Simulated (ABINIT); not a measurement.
# K2Pt (Fm-3m): G0W0 in ABINIT against the bands in the self-energy

Aim: move the bands in the self-energy of a G0W0 run on K2Pt (Fm-3m) over a wide range.

Main program and level: ABINIT 10.8.3; LDA and many-body steps on it, plane waves.

## Step 1: The structure

The structure is cubic, space group Fm-3m (No. 225). Conventional cell: a = 7.563 Å, b = 7.563 Å, c = 7.563 Å, α = 90.00°, β = 90.00°, γ = 90.00°. Nearest to K lie 4 Pt at 3.27 Å. Nearest to Pt lie 8 K at 3.27 Å. Farther neighbours are not listed.

Coordinates:

```cif
data_structure
_symmetry_space_group_name_H-M 'P 1'
_symmetry_Int_Tables_number 1
_cell_length_a 5.3478
_cell_length_b 5.3478
_cell_length_c 5.3478
_cell_angle_alpha 60.000
_cell_angle_beta 60.000
_cell_angle_gamma 60.000
_cell_volume 108.15
loop_
_atom_site_label
_atom_site_type_symbol
_atom_site_fract_x
_atom_site_fract_y
_atom_site_fract_z
_atom_site_occupancy
K1 K 0.75000 0.75000 0.75000 1
K2 K 0.25000 0.25000 0.25000 1
Pt3 Pt 0.00000 0.00000 0.00000 1
```

The cell and positions are those that the Materials Project relaxed with its own functionals (PBE, PBE+U or r2SCAN), kept fixed. Spin-orbit coupling is left out unless a step names it.

## Step 2: Screening, 2×2×2 mesh, 193 bands, screening to 176.9 eV

This step: ABINIT 10.8.3; RPA screening on LDA, plane waves, norm-conserving pseudopotentials.

The RPA dielectric matrix is built and inverted for each q.

File run.abi:

```
acell 3*1.0 Angstrom
rprim 
  -0.000000000000 3.781463140000 3.781463140000
  3.781463140000 -0.000000000000 3.781463140000
  3.781463140000 3.781463140000 -0.000000000000
ntypat 2
znucl 19 78
natom 3
typat 1 1 2
xred 
  0.750000000000 0.750000000000 0.750000000000
  0.250000000000 0.250000000000 0.250000000000
  0.000000000000 0.000000000000 0.000000000000
pp_dirpath "pseudos"
pseudos "K.upf, Pt.upf"
ecut 34
ngkpt 2 2 2
nshiftk 1
shiftk 0 0 0
kptopt 1
chksymbreak 0
istwfk *1
occopt 1
irdwfk 1
optdriver 3
nband 193
ecuteps 6.5
inclvkb 2
awtr 1
symchi 1
indata_prefix "in"
outdata_prefix "out"
tmpdata_prefix "tmp"
```

Run with:

```console
OMP_NUM_THREADS=1 mpirun -n 4 abinit run.abi > log
```

The program printed:

```text
.Version 10.8.3 of ABINIT. v10.8.2 released Aug 2026.

 Symmetries : space group Fm -3 m (#225); Bravais cF (face-center cubic)
[... echo of the input left out ...]
== DATASET  1 ==================================================================
-   mpi_nproc: 4, omp_nthreads: 1 (-1 if OMP is not activated)

--- !DatasetInfo
iteration_state: {dtset: 1, }
dimensions: {natom: 3, nkpt: 3, mband: 193, nsppol: 1, nspinor: 1, nspden: 1, mpw: 6934, }
cutoff_energies: {ecut:  34.0, pawecutdg:  -1.0, }
electrons: {nelect:   3.60000000E+01, charge:   0.00000000E+00, occopt:   1.00000000E+00, tsmear:   1.00000000E-02, }

 SCREENING: Calculation of the susceptibility and dielectric matrices

 Based on a program developped by R.W. Godby, V. Olevano, G. Onida, and L. Reining.
 Incorporated in ABINIT by V. Olevano, G.-M. Rignanese, and M. Torrent.
.Using double precision arithmetic ; gwpc =  8

[... cell and pseudopotentials left out ...]
--------------------------------------------------------------------------------

 ==== K-mesh for the wavefunctions ====
 Number of points in the irreducible wedge :     3
[... list of points left out ...]
 Together with 48 symmetry operations and time-reversal symmetry
 yields     8 points in the full Brillouin Zone.

 ==== Q-mesh for the screening function ====
 Number of points in the irreducible wedge :     3
[... list of points left out ...]
 Together with 48 symmetry operations and time-reversal symmetry
 yields     8 points in the full Brillouin Zone.

 setmesh: FFT mesh size selected  =    40x   40x   40
          total number of points  =        64000

 vcoul_init : cutoff-mode = AUXILIARY_FUNCTION
 q-points for optical limit:   1
     1)      0.000010    0.000020    0.000030

- screening: taking advantage of time-reversal symmetry
- Maximum band index for partially occupied states nbvw = 18
- Remaining bands to be divided among processors   nbcw = 175
- Number of bands treated by each node ~43

 Number of electrons calculated from density =   36.0000; Expected =   36.0000
 average of density, n =  0.049328
 r_s =    1.6915
 omega_plasma =   21.4242 [eV]

 calculating chi0 at frequencies [eV] :
  1    0.000000E+00    0.000000E+00
  2    0.000000E+00    2.142416E+01

--------------------------------------------------------------------------------
  q-point number  1        q = ( 0.000000, 0.000000, 0.000000) [r.l.u.]
--------------------------------------------------------------------------------
[... chi0 elements left out ...]
 For q-point:  0.000010 0.000020 0.000030
  dielectric constant =   8.9933
  dielectric constant without local fields =  13.5015

  Average fulfillment of the sum rule on Im[epsilon] for q-point    1 :     71.95  [%]
[... wings left out ...]
  q-point number  2        q = ( 0.500000, 0.000000, 0.000000) [r.l.u.]
--------------------------------------------------------------------------------
[... chi0 elements left out ...]
  Average fulfillment of the sum rule on Im[epsilon] for q-point    2 :     77.24  [%]

 [... 1 further q-points ...]
```

It took 27 s on 4 MPI ranks of Arm Neoverse V1, shared host; peak memory 1.4 GiB; 1.8 min of CPU time.

Numbers from this step:

| Item | Value |
| --- | --- |
| ε∞ with local fields, on this mesh, along the program's q direction | 8.993 |
| the same without local fields | 13.50 |
| plasma frequency | 21.42 eV |
| plane waves in the screening matrix | 561 |

Local fields lower ε∞ by 33 %. On a Γ-centred mesh this coarse the value itself is usually too large, while a short band sum pulls it down.

## Step 3: 26 bands

This step: G0W0 on LDA, plane waves, norm-conserving pseudopotentials.

run.abi: that of step 2 with these lines changed.

```diff
@@ -24,8 +24,19 @@
 irdwfk 1
-optdriver 3
-nband 193
+optdriver 4
+nband 26
+gwcalctyp 0
+ecutsigx 34
+symsigma 1
+nkptgw 3
+kptgw 
+  0.5000000000 0.5000000000 0.0000000000
+  0.5000000000 0.0000000000 0.0000000000
+  0.0000000000 0.0000000000 0.0000000000
+bdgw 
+  16 20
+  17 21
+  16 21
 ecuteps 6.5
-inclvkb 2
-awtr 1
-symchi 1
+irdscr 1
+ppmodel 1
 indata_prefix "in"
```

The program printed:

```text
.Version 10.8.3 of ABINIT. v10.8.2 released Aug 2026.

 Symmetries : space group Fm -3 m (#225); Bravais cF (face-center cubic)
[... echo of the input left out ...]
== DATASET  1 ==================================================================
-   mpi_nproc: 4, omp_nthreads: 1 (-1 if OMP is not activated)

--- !DatasetInfo
iteration_state: {dtset: 1, }
dimensions: {natom: 3, nkpt: 3, mband: 26, nsppol: 1, nspinor: 1, nspden: 1, mpw: 6934, }
cutoff_energies: {ecut:  34.0, pawecutdg:  -1.0, }
electrons: {nelect:   3.60000000E+01, charge:   0.00000000E+00, occopt:   1.00000000E+00, tsmear:   1.00000000E-02, }

 SIGMA: Calculation of the GW corrections

 Based on a program developped by R.W. Godby, V. Olevano, G. Onida, and L. Reining.
 Incorporated in ABINIT by V. Olevano, G.-M. Rignanese, and M. Torrent.
.Using double precision arithmetic ; gwpc =  8

[... cell and pseudopotentials left out ...]
--------------------------------------------------------------------------------

 ==== K-mesh for the wavefunctions ====
 Number of points in the irreducible wedge :     3
[... list of points left out ...]
 Together with 48 symmetry operations and time-reversal symmetry
 yields     8 points in the full Brillouin Zone.

 ==== Q-mesh for screening function ====
 Number of points in the irreducible wedge :     3
[... list of points left out ...]
 Together with 48 symmetry operations and time-reversal symmetry
 yields     8 points in the full Brillouin Zone.

 vcoul_init : cutoff-mode = AUXILIARY_FUNCTION
 q-points for optical limit:   1
     1)      0.000010    0.000020    0.000030
 setmesh: FFT mesh size selected  =    54x   54x   54
          total number of points  =       157464

 Number of electrons calculated from density =   36.0000; Expected =   36.0000
 average of density, n =  0.049328
 r_s =    1.6915
 omega_plasma =   21.4242 [eV]

 === KS Band Gaps ===
  >>>> For spin  1
   Minimum direct gap =   1.3811 [eV], located at k-point      :   0.5000  0.0000  0.0000
   Fundamental gap    =   1.3064 [eV], Top of valence bands at :   0.5000  0.5000  0.0000
                                       Bottom of conduction at :   0.5000  0.0000  0.0000
 SIGMA fundamental parameters:
 PLASMON POLE MODEL  1
 number of plane-waves for SigmaX                 6855
 number of plane-waves for SigmaC and W            561
 number of plane-waves for wavefunctions          6855
 number of bands                                    26
 number of independent spin polarizations            1
 number of spinorial components                      1
 number of k-points in IBZ                           3
 number of q-points in IBZ                           3
 number of symmetry operations                      48
 number of k-points in BZ                            8
 number of q-points in BZ                            8
 number of frequencies for dSigma/dE                 9
 frequency step for dSigma/dE [eV]                0.25
 number of omega for Sigma on real axis              0
 max omega for Sigma on real axis  [eV]           0.00
 zcut for avoiding poles [eV]                     0.10

 EPSILON^-1 parameters (SCR file):
 dimension of the eps^-1 matrix on file            561
 dimension of the eps^-1 matrix used               561
 number of plane-waves for wavefunctions          6855
 number of bands                                   193
 number of q-points in IBZ                           3
 number of frequencies                               2
 number of real frequencies                          1
 number of imag frequencies                          1

 matrix elements of self-energy operator (all in [eV])

 Perturbative Calculation

--- !SelfEnergy_ee
iteration_state: {dtset: 1, }
kpoint     : [   0.500,    0.500,    0.000, ]
spin       : 1
KS_gap     :    1.502
QP_gap     :    2.404
Delta_QP_KS:    0.902
data: !SigmaeeData |
     Band     E0 <VxcDFT>   SigX SigC(E0)      Z dSigC/dE  Sig(E)    E-E0       E
       16   2.697 -19.342 -23.387   5.304   0.769  -0.301 -18.374   0.969   3.665
       17   2.697 -19.342 -23.387   5.304   0.769  -0.301 -18.374   0.969   3.665
       18   2.758 -19.303 -23.176   5.077   0.766  -0.305 -18.381   0.922   3.680
       19   4.260  -8.061  -4.062  -1.800   0.829  -0.206  -6.238   1.823   6.083
       20   6.492  -9.041  -5.286  -1.978   0.827  -0.209  -7.571   1.470   7.962

--- !SelfEnergy_ee
iteration_state: {dtset: 1, }
kpoint     : [   0.500,    0.000,    0.000, ]
spin       : 1
KS_gap     :    1.381
QP_gap     :    1.880
Delta_QP_KS:    0.499
data: !SigmaeeData |
     Band     E0 <VxcDFT>   SigX SigC(E0)      Z dSigC/dE  Sig(E)    E-E0       E
       17   2.683 -19.246 -23.255   5.250   0.769  -0.300 -18.292   0.954   3.637
[...]
--- !SelfEnergy_ee
iteration_state: {dtset: 1, }
kpoint     : [   0.000,    0.000,    0.000, ]
spin       : 1
KS_gap     :    3.540
QP_gap     :    5.083
Delta_QP_KS:    1.543
data: !SigmaeeData |
     Band     E0 <VxcDFT>   SigX SigC(E0)      Z dSigC/dE  Sig(E)    E-E0       E
[...]
19   6.232  -8.986  -4.453  -1.576   0.840  -0.190  -6.501   2.485   8.717
       20   6.232  -8.986  -4.453  -1.576   0.840  -0.190  -6.501   2.485   8.717
       21   6.232  -8.986  -4.453  -1.576   0.840  -0.190  -6.501   2.485   8.717

 New Fermi energy :        1.689778E-01 Ha ,    4.598121E+00 eV

 === QP Band Gaps ===
  >>>> For spin  1
   Minimum direct gap =   1.8796 [eV], located at k-point      :   0.5000  0.0000  0.0000
   Fundamental gap    =   1.8372 [eV], Top of valence bands at :   0.5000  0.5000  0.0000
                                       Bottom of conduction at :   0.5000  0.0000  0.0000

== END DATASET(S) ==============================================================
================================================================================

 -outvars: echo values of variables after computation  --------
           etotal      0.0000000000E+00
            nband          26
             nkpt           3
          spgroup         225
 [... the other variables as echoed above ...]

 Calculation completed.
```

The job ended after 10 s (4 MPI ranks; peak memory 1 GiB).

Numbers from this step:

* G0W0 gap on the points computed: 1.837 eV
* starting gap on the mesh: 1.306 eV
* k of the valence top: 0.5, 0.5, 0
* k of the conduction bottom: 0.5, 0, 0
* Z at the valence top: 0.766
* Z at the conduction bottom: 0.832
* least direct G0W0 gap on the computed points: 1.880 eV

## Step 4: 33 bands

run.abi: that of step 3 with these lines changed.

```diff
@@ -25,3 +25,3 @@
 optdriver 4
-nband 26
+nband 33
 gwcalctyp 0
```

The program printed:

```text
.Version 10.8.3 of ABINIT. v10.8.2 released Aug 2026.

 Symmetries : space group Fm -3 m (#225); Bravais cF (face-center cubic)
[... echo of the input left out ...]
== DATASET  1 ==================================================================
-   mpi_nproc: 4, omp_nthreads: 1 (-1 if OMP is not activated)

--- !DatasetInfo
iteration_state: {dtset: 1, }
dimensions: {natom: 3, nkpt: 3, mband: 33, nsppol: 1, nspinor: 1, nspden: 1, mpw: 6934, }
cutoff_energies: {ecut:  34.0, pawecutdg:  -1.0, }
electrons: {nelect:   3.60000000E+01, charge:   0.00000000E+00, occopt:   1.00000000E+00, tsmear:   1.00000000E-02, }

 SIGMA: Calculation of the GW corrections

 Based on a program developped by R.W. Godby, V. Olevano, G. Onida, and L. Reining.
 Incorporated in ABINIT by V. Olevano, G.-M. Rignanese, and M. Torrent.
.Using double precision arithmetic ; gwpc =  8

[... cell and pseudopotentials left out ...]
--------------------------------------------------------------------------------

 ==== K-mesh for the wavefunctions ====
 Number of points in the irreducible wedge :     3
[... list of points left out ...]
 Together with 48 symmetry operations and time-reversal symmetry
 yields     8 points in the full Brillouin Zone.

 ==== Q-mesh for screening function ====
 Number of points in the irreducible wedge :     3
[... list of points left out ...]
 Together with 48 symmetry operations and time-reversal symmetry
 yields     8 points in the full Brillouin Zone.

 vcoul_init : cutoff-mode = AUXILIARY_FUNCTION
 q-points for optical limit:   1
     1)      0.000010    0.000020    0.000030
 setmesh: FFT mesh size selected  =    54x   54x   54
          total number of points  =       157464

 Number of electrons calculated from density =   36.0000; Expected =   36.0000
[...]
Perturbative Calculation

--- !SelfEnergy_ee
iteration_state: {dtset: 1, }
kpoint     : [   0.500,    0.500,    0.000, ]
spin       : 1
KS_gap     :    1.502
QP_gap     :    2.237
Delta_QP_KS:    0.735
data: !SigmaeeData |
     Band     E0 <VxcDFT>   SigX SigC(E0)      Z dSigC/dE  Sig(E)    E-E0       E
       16   2.697 -19.342 -23.387   5.109   0.765  -0.307 -18.528   0.814   3.511
       17   2.697 -19.342 -23.387   5.109   0.765  -0.307 -18.528   0.814   3.511
       18   2.758 -19.303 -23.176   5.034   0.765  -0.307 -18.414   0.888   3.646
[...]
--- !SelfEnergy_ee
iteration_state: {dtset: 1, }
kpoint     : [   0.500,    0.000,    0.000, ]
spin       : 1
KS_gap     :    1.381
QP_gap     :    1.849
Delta_QP_KS:    0.468
data: !SigmaeeData |
     Band     E0 <VxcDFT>   SigX SigC(E0)      Z dSigC/dE  Sig(E)    E-E0       E
[...]
--- !SelfEnergy_ee
iteration_state: {dtset: 1, }
kpoint     : [   0.000,    0.000,    0.000, ]
spin       : 1
KS_gap     :    3.540
QP_gap     :    4.846
Delta_QP_KS:    1.307
data: !SigmaeeData |
     Band     E0 <VxcDFT>   SigX SigC(E0)      Z dSigC/dE  Sig(E)    E-E0       E
[...]
20   6.232  -8.986  -4.453  -1.992   0.828  -0.208  -6.883   2.103   8.336
       21   6.232  -8.986  -4.453  -1.992   0.828  -0.208  -6.883   2.103   8.336

 New Fermi energy :        1.652195E-01 Ha ,    4.495853E+00 eV

 === QP Band Gaps ===
  >>>> For spin  1
   Minimum direct gap =   1.8489 [eV], located at k-point      :   0.5000  0.0000  0.0000
   Fundamental gap    =   1.6998 [eV], Top of valence bands at :   0.5000  0.5000  0.0000
                                       Bottom of conduction at :   0.5000  0.0000  0.0000

== END DATASET(S) ==============================================================
================================================================================

 -outvars: echo values of variables after computation  --------
           etotal      0.0000000000E+00
            nband          33
             nkpt           3
          spgroup         225
 [... the other variables as echoed above ...]

 Calculation completed.
```

It took 12 s on 4 MPI ranks; peak memory 1 GiB.

This step gave:

| Quantity | Value |
| --- | --- |
| G0W0 gap on the points computed | 1.700 eV |
| starting gap on the mesh | 1.306 eV |
| k of the valence top | 0.5, 0.5, 0 |
| k of the conduction bottom | 0.5, 0, 0 |
| Z at the valence top | 0.765 |
| Z at the conduction bottom | 0.828 |
| least direct G0W0 gap on the computed points | 1.849 eV |

(Continued in part 2 of 2.)

[Paths, hosts, dates, memory and timing lines, banners, echoed tables and standing remarks are left out of the program output.]

[Logs are printed without paths, hosts, clocks, repeated set-up lines and the standing remarks that a program may print on its own settings, such as how far it seeks lower states.]

[Runs of the session that timed out or met a known fault of the program may be left out.]

[Hosts, paths, dates, database ids (printed as entryN), source tags and the programs' standing remarks are cut or masked in the printed files.]

[G0W0 gaps are taken among the corrected bands and points alone; a level outside them can change the order at an edge.]

[Where Ansatz stands beside ABINIT at settings called matched, ABINIT's density can come from a denser mesh and the files from another edition; pairs whose starting gaps differed by over 0.03 eV were left out, so agreement reads better than it is.]
